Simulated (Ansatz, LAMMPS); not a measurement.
# Amorphous 71HfO2-29Al2O3 (mol %) (86 atoms), relaxed: mesh and functional compared

Which bonds does the relaxation leave, and how do the Kohn-Sham gap, forces and pressure change with k-mesh and functional?

Calculated with Ansatz 0.2.0: Kohn-Sham DFT, PBE, PAW (set soft_2), plane waves; cutoff 420 eV, Γ point, fermi-dirac smearing of 0.025 eV.

**The cell**

Density at the start: 6.55 g/cm³. The cell holds 86 atoms: 17 Hf, 14 Al and 55 O. Cell: a = 10.284 Å, b = 10.284 Å, c = 10.284 Å, α = 90.0°, β = 90.0°, γ = 90.0°. 86 atoms (17 Zr, 14 Al, 55 O) placed at random at 4.29 g/cm³, melted at 5000 K for 10 ps at fixed volume with the Morse and Coulomb pair potential with partial charges (Pedone, Malavasi, Menziani, Cormack and Segre, J. Phys. Chem. B 110, 11780 (2006)). Quenched from 5000 K to 300 K at 50 K/ps and fixed volume, held 5 ps, then minimised at fixed cell. Then Zr was replaced by Hf (the potential has no terms for the new elements, so the cell is a start for a DFT relaxation).

Cell and atoms were relaxed with PBE. The walk converged after 8 steps by the program's count, with a largest force component of 0.0207 eV/Å; it began at an r.m.s. force component of 0.63 eV/Å. The edges went from 10.284, 10.284, 10.284 to 10.462, 10.280, 9.965 Å, and the volume from 12.647 to 12.449 Å³ an atom (-1.6 %).

The input of the reference single point:

```yaml
crystal:
  lattice:
    - [10.45971, 0.10867, -0.18182]
    - [0.10867, 10.27871, 0.08071]
    - [-0.18182, 0.08071, 9.96279]
  atoms:
    - { symbol: Hf, position: [0.93146, 0.57537, 0.90493] }
    - { symbol: Hf, position: [0.15162, 0.83944, 0.52411] }
    - { symbol: Hf, position: [0.67303, 0.31828, 0.82683] }
    - { symbol: Hf, position: [0.30077, 0.49339, 0.97932] }
    [... 80 atom lines left out ...]
    - { symbol: O, position: [0.83614, 0.64521, 0.06901] }
    - { symbol: O, position: [0.90246, 0.1496, 0.32712] }
kpoints:
  mp_grid: { grid: [1, 1, 1] }
hamiltonian:
  xc: pbe
scf:
  occupations: { method: fermi_dirac, width: 0.025 }
output:
  forces: true
  stress: true
  populations: true
  dos:
    method: { smearing: { sigma: 0.08 } }
    de: 0.05
    projected: { site_lists: { Al: [Al], Hf: [Hf], O: [O] } }
  eigenvalues: true
  write_density: true
  write_potential: true
  volumetric_format: npy
```

**Bonds after relaxation**

Bonds by pair of elements; cutoffs follow the first minimum of g(r), held within bounds set by covalent radii, and pairs that aren't listed don't count as bonded:

| pair A-B | cutoff (Å) | bonds | mean length (Å) | spread (Å) | shortest (Å) | B about A | A about B |
| --- | --- | --- | --- | --- | --- | --- | --- |
| O-Hf | 2.82 | 106 | 2.15 | 0.125 | 1.86 | 1.93 | 6.24 |
| O-Al | 2.43 | 61 | 1.82 | 0.077 | 1.69 | 1.11 | 4.36 |

How many atoms have how many bonded neighbours:

| element | mean | 2 | 3 | 4 | 5 | 6 | 7 |
| --- | --- | --- | --- | --- | --- | --- | --- |
| Al | 4.36 | 0 | 0 | 9 | 5 | 0 | 0 |
| Hf | 6.24 | 0 | 0 | 0 | 0 | 13 | 4 |
| O | 3.04 | 6 | 41 | 8 | 0 | 0 | 0 |

**Levels of theory**

Single points at the relaxed geometry:

| functional | k-mesh | Kohn-Sham gap (eV) | pressure (GPa) | r.m.s. force component (eV/Å) | SCF cycles | time |
| --- | --- | --- | --- | --- | --- | --- |
| PBE | 1×1×1 | 4.046 | -0.01 | 0.006 | 10 | 33 s |
| PBE | 2×2×2 | 4.044 | 0.02 | 0.013 | 10 | 4.9 min |
| HSE06 | 1×1×1 | 5.641 | -5.04 | 0.109 | 21 | 9.2 min |
| r2SCAN | 1×1×1 | 4.561 | -5.02 | 0.079 | 10 | 61 s |
| PBEsol | 1×1×1 | 3.949 | -5.10 | 0.081 | 11 | 32 s |

The gap is that between the highest filled and lowest empty Kohn-Sham level on the run's k-points. Cutoffs: 420 eV for PBE, HSE06 and PBEsol; 500 eV for r2SCAN. Times come from shared hosts and are rough.

**Findings**

By these cutoffs 64 % of Al atoms have 4, 76 % of Hf atoms have 6 and 75 % of O atoms have 3 neighbours. The Kohn-Sham gap is 4.05 eV with PBE on the 1×1×1 mesh and 4.04 eV on 2×2×2. On the 1×1×1 mesh HSE06 changes the gap by +1.59 eV against PBE. Carrying that shift over to the 2×2×2 mesh gives 4.04 + 1.59 = 5.64 eV, an estimate that takes the shift to be alike at all k-points. On the reference's mesh the gap changes with r2SCAN by +0.52 eV and PBEsol by -0.10 eV. Against the reference the pressure changes with HSE06 by -5.0 GPa, r2SCAN by -5.0 GPa and PBEsol by -5.1 GPa; a negative change means a smaller volume than PBE would take. The denser mesh moves the energy by -1.2 meV/atom and the pressure by +0.02 GPa.

Limits: All single points share the geometry relaxed with PBE. The volume changed by -1.6 % on relaxing; in so small a cell, on this mesh and at this cutoff, the relaxed density is rough. One sample; tail or defect levels can set the gap of a disordered cell. The quench rate of 50 K/ps is many orders above laboratory rates, so the cell is likely richer in defects and strain than a real sample. The network of bonds at the start is that of the classical potential that made the cell, and needn't be the one that DFT or experiment would give. Spin–orbit coupling is left out, which matters for the levels of the heavy elements. In some runs the program notes that it cut back its work space to fit the memory limit, the exchange threshold is loose for the stress and the SCF threshold is loose for the stress.

[Logs are printed without paths, hosts, clocks, repeated set-up lines and the standing remarks that a program may print on its own settings, such as how far it seeks lower states.]

[Hosts, paths, dates, database ids (printed as entryN), source tags and the programs' standing remarks are cut or masked in the printed files.]
